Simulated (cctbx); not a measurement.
**A crystallographic session in cctbx: AgGeSb3Te6**

Library: cctbx 2025.11. The data are simulated by the first script.

## 1. Simulate the data

run.py:

```python
from cctbx import adptbx, crystal, miller, sgtbx, xray
from cctbx.array_family import flex
from iotbx.shelx import hklf
from scitbx import matrix
import scitbx.random

cs = crystal.symmetry(unit_cell=(4.356, 13.158, 19.816, 90, 90, 90), space_group_symbol='Hall: C 2c -2')  # Cmc2_1
atoms = [  # label, site, U (iso, or U11 U22 U33 U12 U13 U23 in A^2), occupancy
    ("Te1", (0.5, 0.0175, 0.497), 0.0156, 1),
    ("Te2", (0.5, 0.2377, 0.5988), 0.0154, 1),
    ("Te3", (0, 0.2572, 0.4072), 0.0130, 1),
    ("Te4", (0.5, 0.18, 0.2527), 0.0137, 1),
    ("Te5", (0.5, 0.459, 0.3355), 0.0142, 1),
    ("Te6", (0, 0.009, 0.6564), 0.0126, 1),
    ("Sb1", (0, 0.3857, 0.6353), 0.0119, 1),
    ("Sb2", (0.5, 0.3609, 0.4424), 0.0160, 1),
    ("Sb3", (0, 0.1195, 0.5471), 0.0160, 1),
    ("Ag1", (0.5, 0.095, 0.3719), 0.0152, 1),
    ("Ge1", (0.5, 0.1634, 0.7553), 0.0158, 1),
]
xs = xray.structure(crystal_symmetry=cs)
for label, site, u, occ in atoms:
    u = adptbx.u_cif_as_u_star(cs.unit_cell(), u) if isinstance(u, tuple) else u
    xs.add_scatterer(xray.scatterer(label, site=site, u=u, occupancy=occ))
xs.set_inelastic_form_factors(0.71073, "sasaki")
xs.show_summary()
p1 = xs.expand_to_p1()
ms = miller.build_set(p1, anomalous_flag=True, d_min=0.77)
flex.set_random_seed(581211)
scitbx.random.set_random_seed(581211)
ms = ms.select(flex.random_double(ms.size()) < 0.9)
i = ms.structure_factors_from_scatterers(p1, algorithm="direct").f_calc().as_intensity_array().data()
i = i * 5000 / flex.max(i)
sig = flex.sqrt(i + flex.pow2(0.02 * i) + 4 ** 2)
noise = scitbx.random.variate(scitbx.random.normal_distribution())(i.size())
data = ms.array(data=i + sig * noise, sigmas=sig).set_observation_type_xray_intensity()
with open("data.hkl", "w") as f:
    data.export_as_shelx_hklf(f)
print("reflections written:", data.size(), " <I/sigma> = %.1f" % flex.mean(data.data() / data.sigmas()))
for h, a, b in list(data.sort("data"))[:12]:
    print("%4d%4d%4d %9.1f %7.1f" % (h + (a, b)))
```

```console
$ python run.py
```

```text
Number of scatterers: 11
At special positions: 11
Unit cell: (4.356, 13.158, 19.816, 90, 90, 90)
Space group: C m c 21 (No. 36)
reflections written: 9370  <I/sigma> = 3.2
   2   0   0    5199.6   122.5
  -2   0   0    5093.1   122.5
   0  -2  -6    1888.5    56.2
   0  -2   6    1878.9    56.3
   0   2  -6    1807.2    56.2
   4   0   0    1793.2    55.7
  -4   0   0    1756.0    55.7
   2   2  -6    1240.7    41.2
  -1   3   2    1203.9    40.9
  -2   2  -6    1186.5    41.2
   2  -2   6    1177.4    41.2
  -1  -3   2    1154.9    40.9
```

It took 0.44 s on 1 thread of Arm Neoverse N1, with other jobs on the host, peak memory 0.07 GiB.

## 2. Refinement (refined in the given hand)

run.py:

```python
import math
from cctbx import adptbx, crystal, maptbx, sgtbx, xray
from cctbx.array_family import flex
from cctbx.xray import observations
from iotbx.shelx import hklf
from scitbx.lstbx import normal_eqns_solving
from smtbx import absolute_structure, utils
from smtbx.refinement import constraints, least_squares

cs = crystal.symmetry(unit_cell=(4.356, 13.158, 19.816, 90, 90, 90), space_group_symbol='Hall: C 2c -2')  # Cmc2_1
atoms = [  # label, site, U (iso, or U11 U22 U33 U12 U13 U23 in A^2), occupancy
    ("Te1", (0.5, 0.0177, 0.4956), 0.0200, 1),
    ("Te2", (0.5, 0.238, 0.5973), 0.0200, 1),
    ("Te3", (0, 0.2589, 0.4074), 0.0200, 1),
    ("Te4", (0.5, 0.1787, 0.2514), 0.0200, 1),
    ("Te5", (0.5, 0.4603, 0.3356), 0.0200, 1),
    ("Te6", (0, 0.0103, 0.6557), 0.0200, 1),
    ("Sb1", (0, 0.386, 0.635), 0.0200, 1),
    ("Sb2", (0.5, 0.3633, 0.4417), 0.0200, 1),
    ("Sb3", (0, 0.1187, 0.5481), 0.0200, 1),
    ("Ag1", (0.5, 0.0934, 0.3715), 0.0200, 1),
    ("Ge1", (0.5, 0.1621, 0.7549), 0.0200, 1),
]
xs = xray.structure(crystal_symmetry=cs)
for label, site, u, occ in atoms:
    u = adptbx.u_cif_as_u_star(cs.unit_cell(), u) if isinstance(u, tuple) else u
    xs.add_scatterer(xray.scatterer(label, site=site, u=u, occupancy=occ))
xs.set_inelastic_form_factors(0.71073, "sasaki")
xs.convert_to_anisotropic()
raw = hklf.reader(file_name="data.hkl").as_miller_arrays(crystal_symmetry=cs, anomalous=True)[0]
merged = raw.eliminate_sys_absent().merge_equivalents()
fo2 = merged.array().set_observation_type_xray_intensity()
print("Rint %.3f, %d unique reflections to %.2f A" % (merged.r_int(), fo2.size(), fo2.d_min()))
for sc in xs.scatterers():
    sc.flags.set_grad_site(True)
    sc.flags.set_grad_u_aniso(sc.flags.use_u_aniso())
    sc.flags.set_grad_u_iso(sc.flags.use_u_iso())
obs = fo2.as_xray_observations()
extra = {}
rep = constraints.reparametrisation(xs, [], utils.connectivity_table(xs), **extra)
ls = least_squares.crystallographic_ls(obs, rep, weighting_scheme=least_squares.mainstream_shelx_weighting(a=0, b=0))
print("cycle     R1     wR2    GooF  max shift (A)")
for cycle in range(8):
    ls.build_up()
    r1, wr2, goof = ls.r1_factor(cutoff_factor=2)[0], ls.wR2(), ls.goof()
    old = xs.sites_cart()
    normal_eqns_solving.levenberg_marquardt_iterations(ls, n_max_iterations=3, tau=1e-06, step_threshold=1e-7)
    big = flex.max((xs.sites_cart() - old).norms())
    print("%4d %7.4f %7.4f %7.3f %9.5f" % (cycle + 1, r1, wr2, goof, big))
    ls.build_up(objective_only=True)
    if abs(ls.wR2() - wr2) < 5e-5 and big < 5e-4:
        break
ls.build_up()
print("final R1 %.4f wR2 %.4f GooF %.3f  parameters %d  data/parameter %.1f" % (ls.r1_factor(cutoff_factor=2)[0], ls.wR2(), ls.goof(), ls.n_parameters, fo2.size() / ls.n_parameters))
cov = ls.covariance_matrix_and_annotations()
su = dict(zip(cov.annotations, (math.sqrt(max(v, 0)) for v in cov.matrix.matrix_packed_u_diagonal())))
a2 = cs.unit_cell().reciprocal_parameters()[0] ** -2
print("atom        x        y        z      Ueq    occ   su(xyz)  su(Uiso or U11)")
for sc in xs.scatterers():
    s = max(su.get(sc.label + k, 0) for k in (".x", ".y", ".z"))
    npd = "" if sc.is_positive_definite_u(cs.unit_cell()) else "  NPD"
    print("%-5s %8.5f %8.5f %8.5f %8.4f %6.3f %8.5f %7.4f%s" % ((sc.label,) + sc.site + (sc.u_iso_or_equiv(cs.unit_cell()), sc.occupancy, s, su.get(sc.label + ".uiso", su.get(sc.label + ".u11", 0) * a2), npd)))
fc = fo2.structure_factors_from_scatterers(xs, algorithm="direct").f_calc()
absolute_structure.flack_analysis(xs, fo2.as_xray_observations()).show()
h = absolute_structure.hooft_analysis(fo2, fc, scale_factor=ls.scale_factor())
print("Hooft y: %.3f(%.0f)  Bijvoet pairs: %d" % (h.hooft_y, 1000 * h.sigma_y, h.n_bijvoet_pairs))
fo = fo2.f_sq_as_f()
fc = fo.structure_factors_from_scatterers(xs, algorithm="direct").f_calc()
diff = fo.f_obs_minus_f_calc(1 / math.sqrt(ls.scale_factor()), fc).average_bijvoet_mates()
m = diff.fft_map(symmetry_flags=maptbx.use_space_group_symmetry, resolution_factor=0.25).apply_volume_scaling()
print("difference map: max %.2f min %.2f rms %.2f" % (m.statistics().max(), m.statistics().min(), m.statistics().sigma()))
peaks = m.peak_search(parameters=maptbx.peak_search_parameters(min_distance_sym_equiv=0.6, max_clusters=6)).all()
near = xs.closest_distances(peaks.sites(), distance_cutoff=4)
sps = cs.special_position_settings(min_distance_sym_equiv=0.5)
for k, (x, h) in enumerate(zip(peaks.sites(), peaks.heights())):
    ss = sps.site_symmetry(x)
    print("Q%-3d %7.4f %7.4f %7.4f %4d %7.2f  %.2f A from %s" % ((k + 1,) + tuple(t % 1 for t in ss.exact_site()) + (ss.multiplicity(), h, near.smallest_distances[k], xs.scatterers()[near.i_seqs[k]].label)))
```

```console
$ python run.py
```

```text
Rint 0.069, 1470 unique reflections to 0.77 A
cycle     R1     wR2    GooF  max shift (A)
   1  0.0761  0.1485   2.063   0.03288
   2  0.0329  0.0659   0.916   0.00000
final R1 0.0329 wR2 0.0659 GooF 0.916  parameters 66  data/parameter 22.3
atom        x        y        z      Ueq    occ   su(xyz)  su(Uiso or U11)
Te1    0.50000  0.01740  0.49642   0.0156  1.000  0.00013  0.0006
Te2    0.50000  0.23770  0.59831   0.0156  1.000  0.00012  0.0008
Te3    0.00000  0.25725  0.40669   0.0133  1.000  0.00011  0.0008
Te4    0.50000  0.18002  0.25209   0.0138  1.000  0.00010  0.0006
Te5    0.50000  0.45918  0.33508   0.0135  1.000  0.00012  0.0007
Te6    0.00000  0.00927  0.65590   0.0132  1.000  0.00011  0.0008
Sb1    0.00000  0.38547  0.63498   0.0118  1.000  0.00011  0.0008
Sb2    0.50000  0.36090  0.44177   0.0158  1.000  0.00012  0.0008
Sb3    0.00000  0.11943  0.54651   0.0162  1.000  0.00013  0.0008
Ag1    0.50000  0.09521  0.37146   0.0147  1.000  0.00014  0.0009
Ge1    0.50000  0.16362  0.75494   0.0153  1.000  0.00018  0.0010
Flack x: -0.04(9)
Hooft y: -0.043(103)  Bijvoet pairs: 712
difference map: max 1.87 min -2.05 rms 0.42
Q1    0.0000  0.4822  0.7182    4    1.94  2.08 A from Sb1
Q2    0.0000  0.4648  0.3768    4    1.90  1.72 A from Ag1
Q3    0.0000  0.2184  0.2017    4    1.87  1.88 A from Ge1
Q4    0.1130  0.4015  0.0017    8    1.78  1.18 A from Te1
Q5    0.0000  0.4369  0.9582    4    1.60  0.97 A from Te1
Q6    0.0000  0.4000  0.5773    4    1.58  1.16 A from Sb1
```

Time: 0.68 s.

## 3. Refinement

run.py, as its changes from the last script of this kind:

```diff
@@ -12,11 +12,11 @@
-    ("Te1", (0.5, 0.0177, 0.4956), 0.0200, 1),
-    ("Te2", (0.5, 0.238, 0.5973), 0.0200, 1),
-    ("Te3", (0, 0.2589, 0.4074), 0.0200, 1),
-    ("Te4", (0.5, 0.1787, 0.2514), 0.0200, 1),
-    ("Te5", (0.5, 0.4603, 0.3356), 0.0200, 1),
-    ("Te6", (0, 0.0103, 0.6557), 0.0200, 1),
-    ("Sb1", (0, 0.386, 0.635), 0.0200, 1),
-    ("Sb2", (0.5, 0.3633, 0.4417), 0.0200, 1),
-    ("Sb3", (0, 0.1187, 0.5481), 0.0200, 1),
-    ("Ag1", (0.5, 0.0934, 0.3715), 0.0200, 1),
-    ("Ge1", (0.5, 0.1621, 0.7549), 0.0200, 1),
+    ("Te1", (0.5, 0.9826, 0.50358), 0.0156, 1),
+    ("Te2", (0.5, 0.7623, 0.40169), 0.0156, 1),
+    ("Te3", (0, 0.74275, 0.59331), 0.0133, 1),
+    ("Te4", (0.5, 0.81998, 0.74791), 0.0138, 1),
+    ("Te5", (0.5, 0.54082, 0.66492), 0.0135, 1),
+    ("Te6", (0, 0.99073, 0.3441), 0.0132, 1),
+    ("Sb1", (0, 0.61453, 0.36502), 0.0118, 1),
+    ("Sb2", (0.5, 0.6391, 0.55823), 0.0158, 1),
+    ("Sb3", (0, 0.88057, 0.45349), 0.0162, 1),
+    ("Ag1", (0.5, 0.90479, 0.62854), 0.0147, 1),
+    ("Ge1", (0.5, 0.83638, 0.24506), 0.0153, 1),
```

```console
$ python run.py
```

```text
Rint 0.069, 1470 unique reflections to 0.77 A
cycle     R1     wR2    GooF  max shift (A)
   1  0.0352  0.0696   0.967   0.00089
   2  0.0346  0.0687   0.954   0.00000
final R1 0.0346 wR2 0.0687 GooF 0.954  parameters 66  data/parameter 22.3
atom        x        y        z      Ueq    occ   su(xyz)  su(Uiso or U11)
Te1    0.50000  0.98261  0.50357   0.0157  1.000  0.00013  0.0007
Te2    0.50000  0.76228  0.40169   0.0156  1.000  0.00012  0.0009
Te3    0.00000  0.74272  0.59331   0.0133  1.000  0.00011  0.0008
Te4    0.50000  0.81997  0.74790   0.0138  1.000  0.00011  0.0006
Te5    0.50000  0.54080  0.66492   0.0136  1.000  0.00012  0.0008
Te6    0.00000  0.99071  0.34410   0.0131  1.000  0.00011  0.0008
Sb1    0.00000  0.61453  0.36502   0.0118  1.000  0.00012  0.0008
Sb2    0.50000  0.63910  0.55823   0.0158  1.000  0.00013  0.0009
Sb3    0.00000  0.88057  0.45349   0.0162  1.000  0.00014  0.0008
Ag1    0.50000  0.90481  0.62854   0.0147  1.000  0.00015  0.0009
Ge1    0.50000  0.83640  0.24510   0.0155  1.000  0.00019  0.0010
Flack x: 1.04(9)
Hooft y: 1.045(103)  Bijvoet pairs: 712
difference map: max 1.93 min -1.87 rms 0.42
Q1    0.0000  0.4823  0.7814    4    1.99  2.09 A from Sb1
Q2    0.0000  0.4641  0.1234    4    1.99  1.73 A from Ag1
Q3    0.0000  0.2181  0.2986    4    1.86  1.88 A from Ge1
Q4    0.1120  0.4018  0.4974    8    1.81  1.18 A from Te1
Q5    0.0000  0.4876  0.2124    4    1.63  2.09 A from Ge1
Q6    0.0000  0.1092  0.9011    4    1.63  1.05 A from Sb3
```

Time: 0.64 s.

This run holds a fault made on purpose: the structure inverted.

## 4. Simulate the data

run.py, as its changes from the last script of this kind:

```diff
@@ -25 +25 @@
-xs.set_inelastic_form_factors(0.71073, "sasaki")
+xs.set_inelastic_form_factors(1.54184, "sasaki")
@@ -28,3 +28,3 @@
-ms = miller.build_set(p1, anomalous_flag=True, d_min=0.77)
-flex.set_random_seed(581211)
-scitbx.random.set_random_seed(581211)
+ms = miller.build_set(p1, anomalous_flag=True, d_min=0.83)
+flex.set_random_seed(834837)
+scitbx.random.set_random_seed(834837)
@@ -33,2 +33,3 @@
-i = i * 5000 / flex.max(i)
-sig = flex.sqrt(i + flex.pow2(0.02 * i) + 4 ** 2)
+i = i / flex.sqrt(1 + 0.3 * i / flex.max(i))  # extinction
+i = i * 70000 / flex.max(i)
+sig = flex.sqrt(i + flex.pow2(0.04 * i) + 8 ** 2)
```

```console
$ python run.py
```

```text
Number of scatterers: 11
At special positions: 11
Unit cell: (4.356, 13.158, 19.816, 90, 90, 90)
Space group: C m c 21 (No. 36)
reflections written: 7521  <I/sigma> = 8.1
  -2   0   0   74974.5  2812.5
   2   0   0   71727.7  2812.5
   0   2   6   29454.5  1115.7
  -4   0   0   28726.7  1129.3
   0  -2   6   28553.5  1115.7
   0   2  -6   27595.9  1102.2
   4   0   0   27375.3  1129.3
   0  -2  -6   25812.5  1102.2
   2   2  -6   19373.9   719.7
   2   2   6   18475.9   729.7
   2  -2  -6   18304.4   719.7
  -2  -2   6   18205.2   729.7
```

Time: 0.47 s.

## 5. Refinement (refined in the given hand)

run.py, as its changes from the last script of this kind:

```diff
@@ -12,11 +12,11 @@
-    ("Te1", (0.5, 0.9826, 0.50358), 0.0156, 1),
-    ("Te2", (0.5, 0.7623, 0.40169), 0.0156, 1),
-    ("Te3", (0, 0.74275, 0.59331), 0.0133, 1),
-    ("Te4", (0.5, 0.81998, 0.74791), 0.0138, 1),
-    ("Te5", (0.5, 0.54082, 0.66492), 0.0135, 1),
-    ("Te6", (0, 0.99073, 0.3441), 0.0132, 1),
-    ("Sb1", (0, 0.61453, 0.36502), 0.0118, 1),
-    ("Sb2", (0.5, 0.6391, 0.55823), 0.0158, 1),
-    ("Sb3", (0, 0.88057, 0.45349), 0.0162, 1),
-    ("Ag1", (0.5, 0.90479, 0.62854), 0.0147, 1),
-    ("Ge1", (0.5, 0.83638, 0.24506), 0.0153, 1),
+    ("Te1", (0.5, 0.0173, 0.4972), 0.0200, 1),
+    ("Te2", (0.5, 0.2374, 0.6003), 0.0200, 1),
+    ("Te3", (0, 0.2584, 0.4084), 0.0200, 1),
+    ("Te4", (0.5, 0.1806, 0.254), 0.0200, 1),
+    ("Te5", (0.5, 0.4591, 0.3359), 0.0200, 1),
+    ("Te6", (0, 0.007, 0.657), 0.0200, 1),
+    ("Sb1", (0, 0.3859, 0.6364), 0.0200, 1),
+    ("Sb2", (0.5, 0.3604, 0.4414), 0.0200, 1),
+    ("Sb3", (0, 0.1215, 0.5473), 0.0200, 1),
+    ("Ag1", (0.5, 0.0953, 0.3719), 0.0200, 1),
+    ("Ge1", (0.5, 0.1629, 0.7558), 0.0200, 1),
@@ -28 +28 @@
-xs.set_inelastic_form_factors(0.71073, "sasaki")
+xs.set_inelastic_form_factors(1.54184, "sasaki")
```

```console
$ python run.py
```

```text
Rint 0.031, 1184 unique reflections to 0.83 A
cycle     R1     wR2    GooF  max shift (A)
   1  0.0614  0.1547   4.621   0.03155
   2  0.0137  0.0325   0.970   0.00000
final R1 0.0137 wR2 0.0325 GooF 0.970  parameters 66  data/parameter 17.9
atom        x        y        z      Ueq    occ   su(xyz)  su(Uiso or U11)
Te1    0.50000  0.01750  0.49748   0.0154  1.000  0.00004  0.0002
Te2    0.50000  0.23776  0.59943   0.0153  1.000  0.00004  0.0003
Te3    0.00000  0.25723  0.40782   0.0129  1.000  0.00004  0.0003
Te4    0.50000  0.17995  0.25323   0.0136  1.000  0.00004  0.0002
Te5    0.50000  0.45901  0.33606   0.0138  1.000  0.00004  0.0003
Te6    0.00000  0.00900  0.65695   0.0125  1.000  0.00004  0.0003
Sb1    0.00000  0.38562  0.63590   0.0117  1.000  0.00004  0.0003
Sb2    0.50000  0.36089  0.44296   0.0160  1.000  0.00005  0.0003
Sb3    0.00000  0.11938  0.54762   0.0158  1.000  0.00005  0.0003
Ag1    0.50000  0.09494  0.37244   0.0150  1.000  0.00005  0.0003
Ge1    0.50000  0.16343  0.75595   0.0158  1.000  0.00008  0.0004
Flack x: -0.012(10)
Hooft y: -0.004(10)  Bijvoet pairs: 570
difference map: max 0.64 min -0.87 rms 0.16
Q1    0.0000  0.2949  0.9294    4    0.65  1.84 A from Ag1
Q2    0.1432  0.4458  0.5532    8    0.57  1.58 A from Te1
Q3    0.1407  0.1645  0.4931    8    0.50  1.38 A from Sb3
Q4    0.0000  0.1837  0.7897    4    0.47  1.93 A from Te4
Q5    0.0000  0.0979  0.6969    4    0.47  1.41 A from Te6
Q6    0.0000  0.1142  0.0747    4    0.46  2.01 A from Te2
```

Time: 0.61 s.

## 6. Simulate the data

run.py, as its changes from the last script of this kind:

```diff
@@ -29,2 +29,2 @@
-flex.set_random_seed(834837)
-scitbx.random.set_random_seed(834837)
+flex.set_random_seed(470654)
+scitbx.random.set_random_seed(470654)
@@ -33 +33,4 @@
-i = i / flex.sqrt(1 + 0.3 * i / flex.max(i))  # extinction
+law = matrix.sqr((-1, 0, 0, 0, -1, 0, 0, 0, -1))
+mate = flex.miller_index([tuple(matrix.row(h) * law) for h in ms.indices()])
+i2 = ms.customized_copy(indices=mate).structure_factors_from_scatterers(p1, algorithm="direct").f_calc().as_intensity_array().data()
+i = (1 - 0.15) * i + 0.15 * i2
@@ -35 +38 @@
-sig = flex.sqrt(i + flex.pow2(0.04 * i) + 8 ** 2)
+sig = flex.sqrt(i + flex.pow2(0.06 * i) + 8 ** 2)
```

```console
$ python run.py
```

```text
Number of scatterers: 11
At special positions: 11
Unit cell: (4.356, 13.158, 19.816, 90, 90, 90)
Space group: C m c 21 (No. 36)
reflections written: 7487  <I/sigma> = 6.0
  -2   0   0   75165.2  4208.3
   2   0   0   71993.8  4208.3
   0   2  -6   28005.1  1520.2
  -4   0   0   27630.9  1556.8
   0  -2   6   27155.4  1534.0
   0  -2  -6   25813.7  1520.2
   0   2   6   25303.3  1534.0
   4   0   0   24175.1  1556.8
  -1  -3  -3   17583.1   904.0
  -2  -2   6   17290.2   982.2
   1   3   2   16889.3   955.4
  -1  -3   2   16778.9   955.4
```

Run time: 0.54 s on 1 thread of Arm Neoverse N1, on a shared host, peak memory 0.07 GiB.

[Logs are printed without paths, hosts, clocks, repeated set-up lines and the standing remarks that a program may print on its own settings, such as how far it seeks lower states.]
